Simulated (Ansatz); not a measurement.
# Mo2C monolayer: from the cell to its phonons, part 2 of 2

Aim: the phonons of Mo2C monolayer at a cell relaxed beforehand at this level. After the zone centre comes a 6×6×1 q mesh on a 18×18×1 k mesh.

Ansatz 0.2.0; DFT PBEsol, scalar-relativistic, plane waves, PAW; PAW set soft_1.

So far. Step 2 (Zone-centre response): Before it was imposed, the acoustic sum rule was missed by 9.8e-5 eV/Å². Small misses are needed for a sound result but don't prove that mesh and cutoff are converged. The lowest optical mode is real, 165 cm⁻¹.

**3. Response at finite wavevector (continued)**

Interpolated from a 6×6×1 q mesh. Phonon branches along the path, in cm⁻¹:

```tsv
point	branch 1	branch 2	branch 3	branch 4	branch 5	branch 6	branch 7	branch 8	branch 9
Γ	0	0	0	165	165	223	648	648	670
halfway	76	101	118	169	178	243	613	632	648
M	142	148	155	180	210	245	644	654	701
halfway	154	158	167	183	218	240	605	638	697
K	148	178	178	204	204	216	639	643	643
halfway	84	104	129	176	180	244	576	634	645
Γ	0	0	0	165	165	223	648	648	670
```

The phonon branches as a text plot (rows in cm⁻¹):

```
    687 |               **************       **
    657 |***********************      *******  ******************
    627 |   **********         *******************  ************
    598 |       **                 ***       **       ***
    568 |                                      *******
    538 |
    509 |
    479 |
    449 |
    419 |
    390 |
    360 |
    330 |
    301 |
    271 |
    241 |   **************************         **************
    212 |***            **************************           ****
    182 |   *************************************************
    152 |***            ****************************  *****  ****
    123 |         ********                   ************
     93 |     ********                            ***********
     63 |   **  ****                                  ***  **
     33 | **  **                                         **  ***
      4 |*****                                             ******
         Γ                   M           K                      Γ
```

Tetrahedra on a 24×24×1 mesh, mean over bins of 10 cm-1. Interpolated from a 6×6×1 q mesh. Phonon density of states against wavenumber; read off at these points:

```tsv
wavenumber (cm⁻¹)	phonon density of states (1/cm⁻¹/cell)
-15	0.00108
5	0.00136
35	0.00382
55	0.00556
85	0.0120
105	0.0188
135	0.0308
145	0.0530
155	0.0412
175	0.0760
185	0.0489
205	0.0181
215	0.0307
235	0.0263
245	0.0601
255	0
285	0
305	0
335	0
355	0
385	0
405	0
435	0
455	0
485	0
505	0
535	0
555	0
585	0.00936
605	0.0215
635	0.0460
645	0.0839
655	0.0199
685	0.0125
705	0.00266
```

The partial phonon density of states has structure finer than the step of the table below, so its rows give means over 25 cm⁻¹, whole bins alone (the curve runs from -20.8 to 732 cm⁻¹). Peaks (cm⁻¹: height): C 642.3: 0.0675; Mo 178.1: 0.0781, 211.3: 0.0271, 239.7: 0.0505.

Phonopy on the run's constants, 21x21x1 mesh, Gaussian sigma 5.4 cm-1. Interpolated from a 6×6×1 q mesh. Table of partial phonon density of states by wavenumber; means over each step; values in 1/cm⁻¹/cell:

```tsv
wavenumber (cm⁻¹)	C	Mo
0	9.8e-5	0.00150
25	1.9e-4	0.00280
50	3.5e-4	0.00475
75	6.2e-4	0.00883
100	0.00113	0.0189
125	0.00142	0.0235
150	0.00247	0.0417
175	7.0e-4	0.0601
200	1.1e-4	0.0224
225	1.2e-4	0.0239
250	1.3e-4	0.0236
275	0	2.2e-5
300	0	0
325	0	0
350	0	0
375	0	0
400	0	0
425	0	0
450	0	0
475	0	0
500	0	0
525	0	0
550	3.1e-4	1.4e-5
575	0.00641	2.9e-4
600	0.0150	7.6e-4
625	0.0262	0.00164
650	0.0444	0.00324
675	0.0128	8.9e-4
700	0.00754	5.4e-4
```

Symmetry leaves 7 wavevectors to solve. The lowest mode among them, the acoustic zeros apart, lies at q = (0, 0.167, 0) and is real, 37.5 cm⁻¹. Between them the interpolated path dips to 11i cm⁻¹.

**4. Isotope substitution, element C, natural mass 12.011 amu**

An isotope changes the mass and not the force constants, so no new electronic calculation is needed; the shifts show which modes move this element.

The same force constants with the mass of C changed from 12.011 to 13.003 u (phonopy, no LO-TO term). Both lists are sorted by frequency; levels can cross, so a row need not hold one and the same mode. Modes under 3 cm⁻¹ are left out. Isotope shifts, by row:

```tsv
q	rank	natural mass (cm⁻¹)	changed mass (cm⁻¹)
0 0 0	4	165	165
0 0 0	5	165	165
0 0 0	6	223	223
0 0 0	7	648	624.4
0 0 0	8	648	624.4
0 0 0	9	669.7	645.2
0 0.1667 0	1	37.47	37.37
0 0.1667 0	2	88.26	88.05
0 0.1667 0	3	92.91	92.72
0 0.1667 0	4	167.8	167.8
0 0.1667 0	5	173.5	173.5
0 0.1667 0	6	238.7	238.7
0 0.1667 0	7	609.6	587.1
0 0.1667 0	8	633.5	610.4
0 0.1667 0	9	650.1	626.6
0 0.3333 0	1	111	110.7
0 0.3333 0	2	124.6	124.3
0 0.3333 0	3	134.3	134
0 0.3333 0	4	181.2	181.2
0 0.3333 0	5	182.8	182.8
0 0.3333 0	6	241.4	241.3
0 0.3333 0	7	642.7	619.1
0 0.3333 0	8	646.3	622.9
0 0.3333 0	9	654.8	631.1
0 -0.5 0	1	142.4	142.2
0 -0.5 0	2	148.2	147.8
0 -0.5 0	3	155.1	154.7
0 -0.5 0	4	179.7	179.7
0 -0.5 0	5	210.1	210.1
0 -0.5 0	6	245.3	245.3
0 -0.5 0	7	644.2	620.6
0 -0.5 0	8	653.9	629.7
0 -0.5 0	9	700.8	675.4
```

A mode of this element alone would shift by -3.89 %. The highest zone-centre frequency without the field goes from 669.7 to 645.2 cm⁻¹ (-3.7 %). The product of the frequency ratios over all optical modes at Γ is 0.894; the product rule, (m/m′)^(3k/2) (M′/M)^(3/2) with k = 1 such atoms and M the mass of the cell, gives 0.894.

**5. Another isotope, element Mo, natural mass 95.95 amu**

The same for Mo, from 95.95 to 99.91 u.

The same force constants with the mass of Mo changed from 95.950 to 99.907 u (phonopy, no LO-TO term). Both lists are sorted by frequency; levels can cross, so a row need not hold one and the same mode. Modes under 3 cm⁻¹ are left out. Isotope shifts, by row:

```tsv
q	rank	natural mass (cm⁻¹)	changed mass (cm⁻¹)
0 0 0	4	165	161.7
0 0 0	5	165	161.7
0 0 0	6	223	218.5
0 0 0	7	648	647.3
0 0 0	8	648	647.3
0 0 0	9	669.7	668.9
0 0.1667 0	1	37.47	36.78
0 0.1667 0	2	88.26	86.59
0 0.1667 0	3	92.91	91.14
0 0.1667 0	4	167.8	164.5
0 0.1667 0	5	173.5	170.1
0 0.1667 0	6	238.7	233.9
0 0.1667 0	7	609.6	609
0 0.1667 0	8	633.5	632.8
0 0.1667 0	9	650.1	649.2
0 0.3333 0	1	111	109
0 0.3333 0	2	124.6	122.2
0 0.3333 0	3	134.3	131.7
0 0.3333 0	4	181.2	177.6
0 0.3333 0	5	182.8	179.2
0 0.3333 0	6	241.4	236.7
0 0.3333 0	7	642.7	642
0 0.3333 0	8	646.3	645.4
0 0.3333 0	9	654.8	654
0 -0.5 0	1	142.4	139.7
0 -0.5 0	2	148.2	145.4
0 -0.5 0	3	155.1	152.1
0 -0.5 0	4	179.7	176.1
0 -0.5 0	5	210.1	205.9
0 -0.5 0	6	245.3	240.4
0 -0.5 0	7	644.2	643.5
0 -0.5 0	8	653.9	653.2
0 -0.5 0	9	700.8	699.9
```

A mode of this element alone would shift by -2.00 %. The highest zone-centre frequency without the field goes from 669.7 to 668.9 cm⁻¹ (-0.1 %). The product of the frequency ratios over all optical modes at Γ is 0.938; the product rule, (m/m′)^(3k/2) (M′/M)^(3/2) with k = 2 such atoms and M the mass of the cell, gives 0.938.

**6. What came out**

```yaml
space_group_within_0p01_a: P-3m1
area_per_atom: 2.53 Å²
electronic_character: no gap on this mesh
highest_optical_mode_at_the_zone_centre_no_lo_to_term: 670 cm⁻¹
lowest_optical_zone_centre_mode: 165 cm⁻¹
lowest_mode_on_the_q_mesh_acoustic_modes_at_gamma_apart: 37.5 cm⁻¹
highest_frequency_on_the_path_or_at_a_solved_wavevector: 702 cm⁻¹
imaginary_modes_on_the_6x6x1_q_mesh: none
```

No mode is imaginary at the 7 irreducible wavevectors solved, but between them the interpolated path dips to 11.1i cm⁻¹, so stability is not settled. The optical modes at Γ span 165 to 670 cm⁻¹. The highest mode in this list at Γ, 669.7 cm⁻¹, is mostly motion of C (94 % of the kinetic energy). With no gap, or one that is small against the smearing, the frequencies hang on the k mesh and the smearing, most of all near Kohn anomalies. In a sheet or slab the interpolated bending branch near Γ is rough, since the rotational sum rule isn't imposed. The PAW files were made for PBE and serve the other functionals too. The starting cell was built on a prototype and not taken from a measurement. These are harmonic frequencies at zero temperature: anharmonic shifts, linewidths and thermal expansion are left out.

[Logs are printed without paths, hosts, clocks, repeated set-up lines and the standing remarks that a program may print on its own settings, such as how far it seeks lower states.]

[Hosts, paths, dates, database ids (printed as entryN), source tags and the programs' standing remarks are cut or masked in the printed files.]
